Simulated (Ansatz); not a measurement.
# Ta on Al(111), half in the top layer, both faces: core shifts and d bands, part 2 of 3

Aim: core-level shifts, shell centres and work function of Ta on Al(111), half in the top layer, both faces. Spin–orbit coupling is left out of the bands throughout.

Ansatz 0.2.0; DFT, PBEsol, plane-wave PAW, default files, scalar-relativistic.

So far, work function, upper face (eV): step 2 (the clean face) 4.16; step 3 (relaxation) 4.55.

### Step 4. Layer-resolved bands, DOS and potential (continued)

The DOS has structure finer than the step of the table below, so its rows give means over 0.5 eV, whole bins alone (the curve runs from -12.7 to 2.67 eV). Peaks (eV: height): total -3.02: 9.91, -0.72: 16.0, 1.18: 16.1, 1.88: 11.3; Al 3p -3.02: 5.04, -1.52: 6.02, -0.72: 6.32, 1.18: 6.55; Ta 5d -0.62: 7.62, 1.18: 5.95; Al 3s -4.62: 2.62, -3.02: 1.80, -1.82: 1.85, 1.18: 2.38; Ta 6s -3.42: 0.427, -3.02: 0.471, -2.12: 0.387, -0.42: 0.378.

* holds the states left over by the projection beside any projected weight of its own. Table of DOS by E, zero at the Fermi level; means over each step; values in states/eV/cell:

| E (eV) | total | Al 3p | Ta 5d | Al 3s | Ta 6s | Ta 6p* |
| --- | --- | --- | --- | --- | --- | --- |
| -11.5 | 8.7e-5 | 1.6e-5 | 0 | 6.6e-5 | 5.3e-6 | 0 |
| -11.0 | 0.341 | 0.0797 | 6.9e-4 | 0.241 | 0.0188 | 6.9e-4 |
| -10.5 | 1.18 | 0.432 | 0.00398 | 0.694 | 0.0492 | 0.00297 |
| -10.0 | 1.25 | 0.624 | 0.00700 | 0.581 | 0.0384 | 0.00418 |
| -9.5 | 2.15 | 1.09 | 0.0132 | 0.901 | 0.139 | 0.0107 |
| -9.0 | 2.44 | 1.34 | 0.0229 | 0.924 | 0.134 | 0.0151 |
| -8.5 | 2.56 | 1.48 | 0.0381 | 0.901 | 0.127 | 0.0180 |
| -8.0 | 3.45 | 1.91 | 0.0731 | 1.18 | 0.263 | 0.0261 |
| -7.5 | 3.63 | 2.06 | 0.0989 | 1.23 | 0.204 | 0.0331 |
| -7.0 | 4.13 | 2.34 | 0.174 | 1.32 | 0.253 | 0.0375 |
| -6.5 | 4.96 | 2.77 | 0.252 | 1.57 | 0.317 | 0.0493 |
| -6.0 | 4.93 | 2.75 | 0.304 | 1.58 | 0.238 | 0.0567 |
| -5.5 | 5.00 | 2.79 | 0.414 | 1.50 | 0.238 | 0.0591 |
| -5.0 | 6.26 | 3.09 | 0.712 | 2.07 | 0.308 | 0.0823 |
| -4.5 | 6.80 | 3.26 | 0.940 | 2.20 | 0.295 | 0.0945 |
| -4.0 | 6.84 | 3.51 | 1.15 | 1.79 | 0.305 | 0.0952 |
| -3.5 | 7.23 | 3.66 | 1.57 | 1.51 | 0.383 | 0.107 |
| -3.0 | 9.13 | 4.57 | 2.34 | 1.65 | 0.421 | 0.149 |
| -2.5 | 8.15 | 4.10 | 2.31 | 1.22 | 0.371 | 0.149 |
| -2.0 | 10.7 | 5.09 | 3.44 | 1.62 | 0.340 | 0.232 |
| -1.5 | 12.4 | 5.63 | 4.67 | 1.64 | 0.223 | 0.275 |
| -1.0 | 14.0 | 5.62 | 6.23 | 1.52 | 0.309 | 0.353 |
| -0.5 | 13.5 | 5.21 | 6.34 | 1.15 | 0.364 | 0.396 |
| 0.0 | 9.85 | 3.60 | 4.48 | 1.06 | 0.317 | 0.386 |
| 0.5 | 9.50 | 3.71 | 4.11 | 0.989 | 0.237 | 0.453 |
| 1.0 | 11.9 | 4.73 | 4.66 | 1.60 | 0.215 | 0.693 |
| 1.5 | 11.0 | 4.54 | 3.93 | 1.66 | 0.199 | 0.708 |
| 2.0 | 10.4 | 4.31 | 3.65 | 1.48 | 0.205 | 0.759 |

Sums over each group's atoms; a table of it gives point samples, which can step over narrow peaks. The DOS of the group by E, zero at the Fermi level; 7 of 12 lines; values in states/eV:

```csv
E (eV),other layers: Al 3p,layer 1: Ta 5d,other layers: Ta 5d,layer 3: Al 3p,layer 2: Al 3p,other layers: Al 3s,layer 1: Al 3p
-12,0,0,0,0,0,0,0
-11,0.0257,2.7e-4,2.7e-4,0.00996,0.0212,0.0541,0.00447
-10,0.189,0.00349,0.00349,0.243,0.173,0.152,0.0154
-9,0.367,0.0112,0.0112,0.582,0.316,0.349,0.0503
-8,0.671,0.0366,0.0366,0.542,0.592,0.457,0.0796
-7,0.858,0.0891,0.0891,0.732,0.735,0.530,0.123
-6,1.01,0.152,0.152,0.724,0.819,0.657,0.189
-5,1.18,0.363,0.363,0.770,0.886,0.827,0.298
-4,1.31,0.581,0.581,1.03,0.953,0.707,0.352
-3,1.78,1.19,1.19,1.17,1.11,0.681,0.661
-2,2.10,1.72,1.72,0.943,1.27,0.551,0.827
-1,2.25,3.16,3.16,1.11,1.14,0.558,1.10
0,1.24,2.19,2.19,0.977,0.701,0.301,0.543
1,1.54,2.31,2.31,1.61,1.05,0.554,0.492
2,1.73,1.88,1.88,0.988,1.01,0.544,0.721
```

This run's widths, added to any smearing of the DOS itself: Gaussian 0.45 eV, Lorentzian 0.05 eV plus 0.05 an eV of depth. Table of intensity by binding energy, zero at the Fermi level; values in % of the maximum within 13 eV:

```csv
binding energy (eV),21.2 eV,100 eV,150 eV,1486.7 eV,8047.8 eV
-1.0,0.941,1.12,1.30,1.01,1.02
-0.5,2.57,2.76,2.97,2.65,2.68
0.0,36.9,36.3,36.2,37.2,37.7
0.5,91.8,90.5,89.2,91.4,91.8
1.0,91.0,93.0,95.1,91.8,91.6
1.5,69.9,78.3,86.6,72.4,72.0
2.0,51.8,64.3,76.2,55.5,56.1
2.5,37.0,50.3,62.7,40.9,42.1
3.0,34.2,50.2,65.3,39.2,40.6
3.5,24.9,41.3,56.9,30.4,31.8
4.0,18.5,36.6,54.0,24.8,25.9
4.5,15.1,35.6,55.3,22.6,23.7
5.0,11.8,32.0,51.4,19.1,20.2
5.5,7.95,25.8,43.0,14.1,15.1
6.0,5.99,23.9,41.1,12.1,13.1
6.5,4.90,22.3,39.0,11.0,12.2
7.0,3.66,18.7,33.4,8.98,10.1
7.5,2.64,16.3,29.7,7.56,8.52
8.0,2.04,14.5,26.8,6.65,7.69
8.5,1.46,11.6,21.8,5.30,6.00
9.0,1.10,9.97,19.0,4.60,5.21
9.5,0.848,8.27,15.9,3.95,4.49
10.0,0.616,6.02,11.7,3.00,3.29
10.5,0.467,4.56,8.98,2.46,2.69
11.0,0.286,2.48,4.87,1.40,1.55
11.5,-,1.05,2.00,0.583,0.643
12.0,-,0.614,1.13,0.337,0.370
12.5,-,0.436,0.787,0.241,0.263
```

Maxima picked by a test of local sharpness, so broad peaks and shoulders can be missing; peaks within 0.45 eV of a curve's cut are left out. Valence peaks, by row:

```csv
photon energy (eV),binding energy (eV),height (% of the maximum within 13 eV),main shell,its share (%)
21.2,0.75,100,Ta 5d,98.14
100,2.85,51.01,Ta 5d,43.22
100,0.75,100,Ta 5d,63.13
150,4.6,55.66,Al 3s,47.26
150,2.95,65.54,Al 3p,51.19
150,0.8,100,Al 3p,47.79
1487,0.75,100,Ta 5d,90.96
8048,0.75,100,Ta 5d,89.48
```

The planar mean, electrostatic potential oscillates, so the rows of the table below give means over windows of 2.19 Å about each position, cut where the curve ends. Its maxima inside the range that stand out by 2 % of the span (Å: eV): 8.3: -1.58, 10.5: -0.919, 12.8: -0.919, 15.0: -1.58. Its minima: 7.3: -14.0, 9.5: -7.30, 11.7: -7.53, 13.9: -7.30, 16.0: -14.0.

From the Fermi level. Planar mean, electrostatic potential against z; means over each step:

| z (Å) | planar mean, electrostatic potential (eV) |
| --- | --- |
| 1.09 | 4.52 |
| 3.29 | 4.51 |
| 5.48 | 1.75 |
| 7.67 | -7.72 |
| 9.86 | -4.76 |
| 12.05 | -4.93 |
| 14.24 | -5.02 |
| 16.43 | -7.50 |
| 18.62 | 4.02 |
| 20.81 | 4.52 |
| 23.00 | 4.52 |

The intensity has structure finer than the step of the table below, so its rows give means over 1 eV, whole bins alone (the curve runs from -12.7 to 1.38 eV). Peaks (eV: height): Ta L-beta5 -1.4: 100.0; Al K-beta -0.9: 100.0; Al K-beta, E along x -0.9: 84.4; Al K-beta, E along y -0.7: 125; Al K-beta, E along z -1.6: 109.

Shapes are the site's partial DOS without matrix elements, which overweights lines from ligand s bands. The intensity by emission energy less the core level's binding energy, zero at the Fermi level; means over each step; values in % of the unpolarised maximum:

| emission energy less the core level's binding energy (eV) | Ta L-beta5 | Al K-beta | Al K-beta, E along x | Al K-beta, E along y | Al K-beta, E along z | Al L2,3 |
| --- | --- | --- | --- | --- | --- | --- |
| -12 | 7.69 | 2.37 | 2.47 | 2.34 | 2.31 | 2.58 |
| -11 | 9.55 | 5.96 | 6.15 | 5.89 | 5.82 | 14.2 |
| -10 | 12.1 | 14.3 | 15.3 | 14.7 | 13.0 | 29.5 |
| -9 | 15.8 | 24.6 | 26.2 | 24.6 | 23.0 | 40.0 |
| -8 | 20.9 | 34.6 | 36.8 | 33.4 | 33.6 | 50.6 |
| -7 | 28.1 | 43.7 | 47.3 | 40.1 | 43.7 | 60.0 |
| -6 | 37.9 | 51.8 | 57.6 | 47.3 | 50.4 | 70.5 |
| -5 | 50.8 | 58.5 | 66.9 | 56.8 | 51.8 | 88.5 |
| -4 | 66.5 | 66.4 | 74.3 | 68.5 | 56.2 | 81.7 |
| -3 | 83.3 | 79.2 | 76.9 | 78.8 | 81.9 | 70.5 |
| -2 | 96.5 | 92.1 | 78.1 | 96.2 | 102 | 71.3 |
| -1 | 97.9 | 97.9 | 82.9 | 118 | 92.8 | 68.5 |
| 0 | 83.1 | 45.5 | 40.5 | 55.8 | 36.5 | 26.7 |

The spectra weight each projected shell by its atomic cross section (Dirac–Hartree–Slater) and angular factor, for unpolarised light with the analyser at 60° from the beam. Broadening, on top of any smearing of the DOS itself: a Gaussian of 0.45 eV and a Lorentzian of 0.05 eV plus 0.05 times the binding energy (full widths), Fermi edge at 300 K. Each atom is damped by exp[−depth/(λ cos θ)], θ = 45° from the normal, λ from the universal curve. The files freeze Ta 4f, so the spectra stop above those lines. Curves are cut 10 eV under the photon energy, above any shell that the free atom's threshold puts out of reach, or at the lower edge of the window: 11.2 eV at 21.2 eV, 12.8 eV at 100 eV, 12.8 eV at 150 eV, 12.8 eV at 1486.7 eV and 12.8 eV at 8047.8 eV. A star in tables and legends marks shells that hold the states left over by the projection (1.3 % of the filled ones), a stand-in for orbitals that the files don't project on. Dipole terms alone, which is rough above 3 keV; no background, satellites or final-state effects.

How the area divides among the shells (%):

```
shell  21.2 eV  100 eV  150 eV  1486.7 eV  8047.8 eV
Al 3s      2.3    22.4    34.1       18.2       17.6
Al 3p      2.0    35.8    47.6        4.3        0.8
Ta 6s      0.1     1.0     1.7        2.3        8.8
Ta 5d     95.2    40.7    16.5       74.8       71.6
```

Regions along c: top from 13.3 to 20.4 Å, middle from 10.0 to 13.3 Å.

States with weight above 0.08 nearest the zero at K of the zone, within the window kept, -8.0 to 3.0 eV (levels that the program groups as degenerate share a row):

```
E (eV)  weight, total  weight, top  weight, middle
 -1.64           0.80         0.27            0.26
 -1.32           0.63         0.25            0.13
 -0.94           0.72         0.27            0.19
 -0.74           0.61         0.27            0.07
 -0.65           0.56         0.27            0.03
 -0.12           0.77         0.29            0.19
  0.14           0.65         0.28            0.08
  0.89           0.67         0.22            0.23
  1.24           0.70         0.21            0.28
  1.58           0.60         0.19            0.21
```

States with weight above 0.08 nearest the zero at Γ of the zone, within the window kept, -8.0 to 3.0 eV (levels that the program groups as degenerate share a row):

```csv
E (eV),"weight, total","weight, top","weight, middle"
-2.10,0.25,0.12,0.01
-2.04,0.08,0.04,0.00
-1.43,0.42,0.20,0.03
-0.79,0.70,0.33,0.05
-0.56,0.15,0.08,0.00
-0.56,0.16,0.08,0.00
-0.25,0.23,0.11,0.01
1.08,0.44,0.20,0.02
1.08,0.64,0.21,0.23
2.56,0.27,0.13,0.01
```

States with weight above 0.08 nearest the zero at M of the zone, within the window kept, -8.0 to 3.0 eV (levels that the program groups as degenerate share a row):

```csv
E (eV),"weight, total","weight, top","weight, middle"
-1.07,0.50,0.22,0.06
-0.78,0.50,0.22,0.07
-0.17,0.50,0.22,0.06
0.01,0.50,0.23,0.03
0.03,0.50,0.24,0.02
0.16,0.50,0.22,0.06
0.49,0.50,0.20,0.09
1.02,0.50,0.17,0.15
1.13,0.50,0.19,0.13
1.56,0.50,0.16,0.17
```

The largest force component on a free atom is 0.029 eV/Å, so the atoms are at rest for these settings too. At the Fermi level the DOS is 9.14 states/eV a cell, and on the broadened curves Ta 5d holds 46 % of the total there.

### Step 5. Core holes

XPS shifts tell sites apart. Each chosen atom gets a core hole in a self-consistent pass of its own.

input.yaml reads:

```yaml
crystal:
  lattice:
    - [5.713422792, 0.0, 0.0]
    - [2.856711396, 4.9479692804, 0.0]
    - [0.0, 0.0, 23.3299803501]
  atoms:
    - { symbol: Ta_h, position: [0.0180090396, -0.0360180792, 0.6867161165] }
    - { symbol: Ta_h, position: [0.5180090396, -0.0360180792, 0.6867161165] }
    - { symbol: Al_h, position: [0.018706379, 0.462587242, 0.7047392492] }
    - { symbol: Al_h, position: [0.518706379, 0.462587242, 0.7047392492] }
    - { symbol: Al_h, position: [0.8353539695, 0.3292920611, 0.5998845371] }
    - { symbol: Al, position: [0.3353539695, 0.3292920611, 0.5998845371] }
    - { symbol: Al, position: [0.8371698284, 0.8256603433, 0.5944058565] }
    - { symbol: Al, position: [0.3371698284, 0.8256603433, 0.5944058565] }
    - { symbol: Al_h, position: [0.1666666667, 0.1666666667, 0.5] }
    - { symbol: Al, position: [0.6666666667, 0.1666666667, 0.5] }
    - { symbol: Al, position: [0.1666666667, 0.6666666667, 0.5] }
    - { symbol: Al, position: [0.6666666667, 0.6666666667, 0.5] }
    - { symbol: Al, position: [-0.0020206361, 0.0040412723, 0.4001154629] }
    - { symbol: Al, position: [0.4979793639, 0.0040412723, 0.4001154629] }
    - { symbol: Al, position: [-0.003836495, 0.5076729901, 0.4055941435] }
    - { symbol: Al, position: [0.496163505, 0.5076729901, 0.4055941435] }
    - { symbol: Ta, position: [0.8153242937, 0.3693514126, 0.3132838835] }
    - { symbol: Ta, position: [0.3153242937, 0.3693514126, 0.3132838835] }
    - { symbol: Al, position: [0.8146269543, 0.8707460913, 0.2952607508] }
    - { symbol: Al, position: [0.3146269543, 0.8707460913, 0.2952607508] }
kpoints:
  mp_grid: { grid: [12, 12, 1] }
scf:
  occupations: { method: fermi_dirac, width: 0.05 }
  n_extra_bands: 16
hamiltonian:
  xc: pbesol
  pseudopotentials: { kind: paw }
output:
  forces: true
  write_potential: true
  volumetric_format: []
  core_levels:
    shells: { Al_h: "2p", Ta_h: "4f" }
    counted_from: fermi_level
    add_spin: false
```

Command:

```console
$ ansatz run input.yaml --threads 4 --pin off --max-ram 12288MiB --backend cpu --events-out ev --progress --plain --runs-dir out
```

The job ended after 15 min (4 threads of Arm Neoverse V1, shared host; peak memory 2.8 GiB).

Numbers from this step:

| Item | Value |
| --- | --- |
| symmetry operations | 1 |

Each level is the free energy with the hole less that without it. The electron goes to the Fermi level, so the difference is a binding energy from E_F. The hole's nearest image is 5.7 Å away, and the holes carry no spin, so absolute levels are rough.

```
atom   region  shell  level (eV)  shift (eV)  potential at nucleus, shift (V)   j lines (eV)                 doubts
 Ta1  layer 1     4f       23.13       +0.00                            +0.00  24.21 / 22.32  dataset error 0.25 eV
 Ta2  layer 1     4f       23.13       +0.00                            +0.00  24.21 / 22.32  dataset error 0.25 eV
 Al3  layer 1     2p       72.31       -0.35                            -0.50  72.58 / 72.17                      -
 Al4  layer 1     2p       72.31       -0.35                            -0.50  72.58 / 72.17                      -
 Al5  layer 2     2p       72.60       -0.05                            -0.10  72.88 / 72.46                      -
 Al9  layer 3     2p       72.66       +0.00                            +0.00  72.93 / 72.52                      -
```

Levels of p, d and f shells are means over their two j lines, weighted by degeneracy; the splitting comes from the atom's own solve. Shifts count from the last listed atom of each element. A higher potential at the nucleus binds core electrons more tightly, so that column is a rough initial-state shift.

The Ta 4f lines of the listed atoms alone (other atoms of the cell aren't counted), as Gaussians 0.8 eV wide, no depth weighting. Table of intensity by Ta 4f level; read off at these points:

Ta 4f level (eV), intensity (%) and a bar:
```
    20.90          0 
    21.00          0 
    21.10          0 
    21.20          0 
    21.30          1 
    21.40          3 #
    21.50          5 ##
    21.60         11 ###
    21.70         19 ######
    21.80         31 #########
    21.90         47 ##############
    22.00         64 ###################
    22.10         81 ########################
    22.20         94 ############################
    22.30        100 ##############################
    22.31        100 ##############################
    22.40         97 #############################
    22.50         87 ##########################
    22.60         71 #####################
    22.70         54 ################
    22.80         37 ###########
    22.90         23 #######
    23.00         14 ####
    23.10          8 ##
    23.20          4 #
    23.30          4 #
    23.40          5 ##
    23.50          9 ###
    23.60         15 #####
    23.70         24 #######
    23.80         36 ###########
    23.90         49 ###############
    24.00         62 ###################
    24.10         71 #####################
    24.20         75 #######################
    24.22         75 #######################
    24.30         72 ######################
    24.40         64 ###################
    24.50         52 ################
    24.60         39 ############
    24.70         27 ########
    24.80         17 #####
    24.90         10 ###
    25.00          5 ##
    25.10          2 #
    25.20          1 
    25.30          0 
    25.40          0 
    25.50          0 
    25.60          0 
    25.70          0
```

(Part 2 of 3 ends here.)

[Logs are printed without paths, hosts, clocks, repeated set-up lines and the standing remarks that a program may print on its own settings, such as how far it seeks lower states.]

[Hosts, paths, dates, database ids (printed as entryN), source tags and the programs' standing remarks are cut or masked in the printed files.]

[Maps of the electrostatic potential energy from Ansatz leave out the sawtooth potential of an applied field or a dipole correction, so their vacuum need not be flat; work functions include it.]
